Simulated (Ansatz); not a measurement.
# Bands, cutoff and cost in G0W0 for MgAl2C2 (P-3m1), part 2 of 2

How do accuracy and time trade against each other in G0W0 on MgAl2C2 (P-3m1)?

Ansatz 0.2.0; G0W0 on r2SCAN, plane waves, PAW. Known limits of the many-body steps: not at the basis limit; coarse k mesh.

So far. Step 4 (368 empty bands, screening to 200 eV): Against the run with 6×6×4 mesh, 171 empty bands, screening to 120 eV, the gap moves by +0.10 eV.

## 5. Changing the k mesh: 6×6×2 mesh, 171 empty bands, screening to 120 eV

Only the mesh changes. It samples the long-range screening, which converges on its own terms. Bands and cutoff differ from the step before, so it is read against an earlier run that matches them.

Input file input.yaml:

```yaml
crystal:
  lattice:
    - [3.377, 0.0, 0.0]
    - [-1.6885, 2.9245677886, 0.0]
    - [0.0, 0.0, 5.817]
  atoms:
    - { symbol: Mg, position: [0.0, 0.0, 0.0] }
    - { symbol: Al, position: [0.3333333333, 0.6666666667, 0.3506950892] }
    - { symbol: Al, position: [0.6666666667, 0.3333333333, 0.6493049108] }
    - { symbol: C, position: [0.3333333333, 0.6666666667, 0.7289915423] }
    - { symbol: C, position: [0.6666666667, 0.3333333333, 0.2710084577] }
kpoints:
  mp_grid: { grid: [6, 6, 2] }
hamiltonian:
  xc: r2scan
scf:
  occupations: { method: fixed }
gw:
  n_empty_bands: 171
  ecut_chi: 120
  qp_bands: [v2, c2]
  qp_kpoints: band_edges
  screening: { model: contour_deformation }
```

Started as:

```
> ansatz run input.yaml --threads 2 --pin off --max-ram 92160MiB --backend cuda --events-out ev --progress --plain --runs-dir out --devices 1 --max-vram 13GiB  # rebuilt from the run's record
```

Numbers of over 12 decimals in the logs are rounded to 6 here.

The log of the run:

```text
GPUs: using 1 of 1 available (devices: 1).
[...]
GPU FFT provider: cuFFT
GPU libraries: cuBLAS 13.8.2, cuFFT 12.4.0, cuSOLVER 12.3.4
Crystal: 5 atoms, lattice volume = 57.450 Å³
Basis set: ecut = 500 eV, 1485 PW (Γ), exchange–correlation on 100×100×180 points (64 copies of the dense FFT grid, shifted against one another)
Bands: 17, of which v1, the nominal top of the filled ones, is band 12 counted from 1 (11 counted from 0)
[...]
1    14     14.5017    -8.1832    -4.6368   -13.0772  0.7891    14.7597    14.7590  root
[...]
13    11      7.3320   -16.6833     2.0844   -14.1856  0.7731     6.9169     6.9187  root
    13    12      7.3320   -16.6833     2.0844   -14.1856  0.7731     6.9169     6.9187  root
    13    13     12.4469    -6.6874    -4.1490   -10.9726  0.8014    12.5832    12.5830  root
    13    14     12.4469    -6.6874    -4.1490   -10.9726  0.8014    12.5832    12.5830  root
[key lines of the parts left out:]
SCF converged after 7 iterations
Free energy (F): -3511.510941 eV
Fermi energy:    8.467720 eV
```

Wall time 15 s (1 × NVIDIA H100 80GB HBM3 (shared by 6 runs) with 2 threads of AMD EPYC 7R13 (Zen 3), shared host); peak memory 1.2 GiB; 19 s of CPU time.

Numbers from this step:

```yaml
bands_summed: 183
rpa_eps_infinity_on_this_mesh_eigenvalues: 6.517, 6.517, 6.831
plane_waves_in_the_screening_matrix: 149
g0w0_gap_on_the_mesh: 2.741 eV
k_of_the_valence_top: 0, 0.1667, 0
k_of_the_conduction_bottom: 0, -0.5, -0.5
starting_gap_on_the_mesh: 2.276 eV
least_direct_g0w0_gap_on_the_computed_points: 4.004 eV
```

Against the run with 6×6×4 mesh, 171 empty bands, screening to 120 eV, the gap moves by +0.06 eV, while the start moved by +0.02 eV. A band edge is found at another k point on this mesh.

## 6. Changing the frequency model: 6×6×4 mesh, 171 empty bands, screening to 120 eV, plasmon pole

A plasmon pole stands in for the full frequency dependence of the screening; this run shows what that costs in accuracy.

Changes to input.yaml since step 5:

```diff
@@ -12,3 +12,3 @@
 kpoints:
-  mp_grid: { grid: [6, 6, 2] }
+  mp_grid: { grid: [6, 6, 4] }
 hamiltonian:
@@ -22,2 +22,2 @@
   qp_kpoints: band_edges
-  screening: { model: contour_deformation }
+  screening: { model: godby_needs }
```

The log of the run:

```text
GPUs: using 1 of 1 available (devices: 1).
[...]
GPU FFT provider: cuFFT
GPU libraries: cuBLAS 13.8.2, cuFFT 12.4.0, cuSOLVER 12.3.4
Crystal: 5 atoms, lattice volume = 57.450 Å³
Basis set: ecut = 500 eV, 1485 PW (Γ), exchange–correlation on 100×100×180 points (64 copies of the dense FFT grid, shifted against one another)
Bands: 17, of which v1, the nominal top of the filled ones, is band 12 counted from 1 (11 counted from 0)
[...]
1    14     14.0716    -8.5644    -4.5627   -13.4483  0.7966    14.3944    14.3928  root
[...]
23    11      7.3340   -16.6143     2.0619   -14.1857  0.7865     6.9664     6.9673  root
    23    12      7.3340   -16.6143     2.0619   -14.1857  0.7865     6.9664     6.9673  root
    23    13     12.4478    -6.7506    -4.0769   -10.9702  0.8125    12.5906    12.5905  root
    23    14     12.4478    -6.7506    -4.0769   -10.9702  0.8125    12.5906    12.5905  root
[key lines of the parts left out:]
SCF converged after 7 iterations
Free energy (F): -3511.504791 eV
Fermi energy:    8.469828 eV
```

Elapsed: 20 s, on 1 × NVIDIA H100 80GB HBM3 (shared by 6 runs) with 2 threads; peak memory 1.6 GiB.

This step gave:

```
bands summed                                 : 183
plasmon-pole fit frequency                   : 24.00 eV
RPA ε∞ on this mesh (eigenvalues)            : 6.520, 6.520, 7.169
plane waves in the screening matrix          : 149
G0W0 gap on the mesh                         : 2.635 eV
k of the valence top                         : 0, 0.1667, 0
k of the conduction bottom                   : 0, -0.5, 0.25
starting gap on the mesh                     : 2.251 eV
least direct G0W0 gap on the computed points : 3.931 eV
```

Against the run with 6×6×4 mesh, 171 empty bands, screening to 120 eV, the gap moves by −0.04 eV.

## 7. Changing the files: 6×6×4 mesh, 171 empty bands, screening to 120 eV, hard PAW files

Other atomic data (hard PAW) test the pseudisation: the cutoff goes from 500 to 900 eV and the valence electrons from 24 to 40, which opens shells that were frozen.

Changes to input.yaml since step 6:

```diff
@@ -15,2 +15,3 @@
   xc: r2scan
+  pseudopotentials: { kind: paw, source: ansatz }
 scf:
@@ -22,2 +23,2 @@
   qp_kpoints: band_edges
-  screening: { model: godby_needs }
+  screening: { model: contour_deformation }
```

The log of the run:

```text
GPUs: using 1 of 1 available (devices: 1).
[...]
GPU FFT provider: cuFFT
GPU libraries: cuBLAS 13.8.2, cuFFT 12.4.0, cuSOLVER 12.3.4
Crystal: 5 atoms, lattice volume = 57.450 Å³
Basis set: ecut = 900 eV, 3479 PW (Γ), exchange–correlation on 144×144×240 points (64 copies of the dense FFT grid, shifted against one another)
Bands: 25, of which v1, the nominal top of the filled ones, is band 20 counted from 1 (19 counted from 0)
[...]
1    22     15.2543    -8.5136    -4.6281   -13.3946  0.7836    15.5079    15.5072  root
[...]
23    19      8.5133   -16.6285     2.0131   -14.2017  0.7757     8.0978     8.0996  root
    23    20      8.5133   -16.6285     2.0131   -14.2017  0.7757     8.0978     8.0996  root
    23    21     13.6289    -6.7490    -4.1212   -10.9777  0.8043    13.7364    13.7363  root
    23    22     13.6289    -6.7490    -4.1212   -10.9777  0.8043    13.7364    13.7363  root
[key lines of the parts left out:]
SCF converged after 8 iterations
Free energy (F): -7298.695554 eV
Fermi energy:    9.652005 eV
```

The job ended after 20 s (1 × NVIDIA H100 80GB HBM3 (shared by 6 runs) with 2 threads; peak memory 1.7 GiB; 26 s of CPU time).

Numbers from this step:

* bands summed: 191
* RPA ε∞ on this mesh (eigenvalues): 6.551, 6.551, 7.183
* plane waves in the screening matrix: 149
* G0W0 gap on the mesh: 2.653 eV
* k of the valence top: 0, 0.1667, 0
* k of the conduction bottom: 0, -0.5, 0.25
* starting gap on the mesh: 2.249 eV
* least direct G0W0 gap on the computed points: 3.951 eV

Against the run with 6×6×4 mesh, 171 empty bands, screening to 120 eV, the gap moves by −0.02 eV.

## 8. Side by side

Times are wall times on 1 × NVIDIA H100 80GB HBM3 (shared by 6 runs) with 2 threads of AMD EPYC 7R13 (Zen 3), shared host, good to a factor of about two.

| mesh | files | frequency | bands summed | cutoff (eV) | start (eV) | G0W0 (eV) | time | host memory (GiB) |
| --- | --- | --- | --- | --- | --- | --- | --- | --- |
| 6×6×4 | default PAW | contour deformation | 72 | 60 | 2.251 | 2.469 | 12 s | 1.1 |
| 6×6×4 | default PAW | contour deformation | 183 | 120 | 2.251 | 2.677 | 20 s | 1.4 |
| 6×6×4 | default PAW | contour deformation | 380 | 200 | 2.251 | 2.778 | 35 s | 2.0 |
| 6×6×2 | default PAW | contour deformation | 183 | 120 | 2.276 | 2.741 | 15 s | 1.2 |
| 6×6×4 | default PAW | plasmon pole | 183 | 120 | 2.251 | 2.635 | 20 s | 1.6 |
| 6×6×4 | hard PAW | contour deformation | 191 | 120 | 2.249 | 2.653 | 20 s | 1.7 |

How the two edges are built up, in eV (the quasiparticle level is the starting level plus Σx plus Σc less Vxc):

```csv
run,edge,start,Σx,Σc,Vxc,Z,QP
72 bands,valence top,8.47,-16.38,2.08,-14.38,0.79,8.55
72 bands,conduction bottom,10.72,-6.69,-3.47,-10.46,0.81,11.01
183 bands,valence top,8.47,-16.38,1.65,-14.38,0.78,8.11
183 bands,conduction bottom,10.72,-6.69,-3.70,-10.46,0.81,10.79
380 bands,valence top,8.47,-16.38,1.46,-14.38,0.78,7.93
380 bands,conduction bottom,10.72,-6.69,-3.78,-10.46,0.81,10.70
```

## 9. Outcome

```
72 bands, 60 eV                     : 2.469 eV
183 bands, 120 eV                   : 2.677 eV
380 bands, 200 eV                   : 2.778 eV
estimated limit in bands and cutoff : 2.87 eV
mesh and start                      : 6×6×4, r2SCAN
```

**Reading.** A line in one over the bands through the two highest rungs gives 2.87 eV, +0.09 eV from the top rung; the pair below gives 2.81 eV, so the estimate is still climbing. The rungs stand 0.40 eV (72 bands), 0.19 eV (183 bands) and 0.09 eV (380 bands) from it. From 72 to 380 bands the gap moves by +0.31 eV while the time grows 3.0-fold. Σc changes by −0.62 eV at the valence top and −0.31 eV at the conduction bottom, so both edges matter. On the 6×6×2 mesh in place of 6×6×4 the gap differs by +0.06 eV, of which +0.02 eV is already in the start. The plasmon-pole model gives −0.04 eV against contour deformation, 10 % of the correction, and saved no time in this program. Hard PAW files move the gap by −0.02 eV at equal bands and cutoff, −0.003 eV of it in the start. The cheapest rung within 0.1 eV of this estimate is that with 380 bands (35 s). The 6×6×4 mesh misses a band edge: over a band path and its finer mesh (run apart) the r2SCAN gap is 2.15 eV, so the G0W0 gap over the zone may lie about 0.10 eV below its value on the mesh.

[Paths, hosts, dates, memory and timing lines, banners, echoed tables and standing remarks are left out of the program output.]

[Logs are printed without paths, hosts, clocks, repeated set-up lines and the standing remarks that a program may print on its own settings, such as how far it seeks lower states.]

[Runs of the session that timed out or met a known fault of the program may be left out.]

[Cells called generated may have been cut or substituted from an entry of the Crystallography Open Database or the Materials Project.]

[Hosts, paths, dates, database ids (printed as entryN), source tags and the programs' standing remarks are cut or masked in the printed files.]
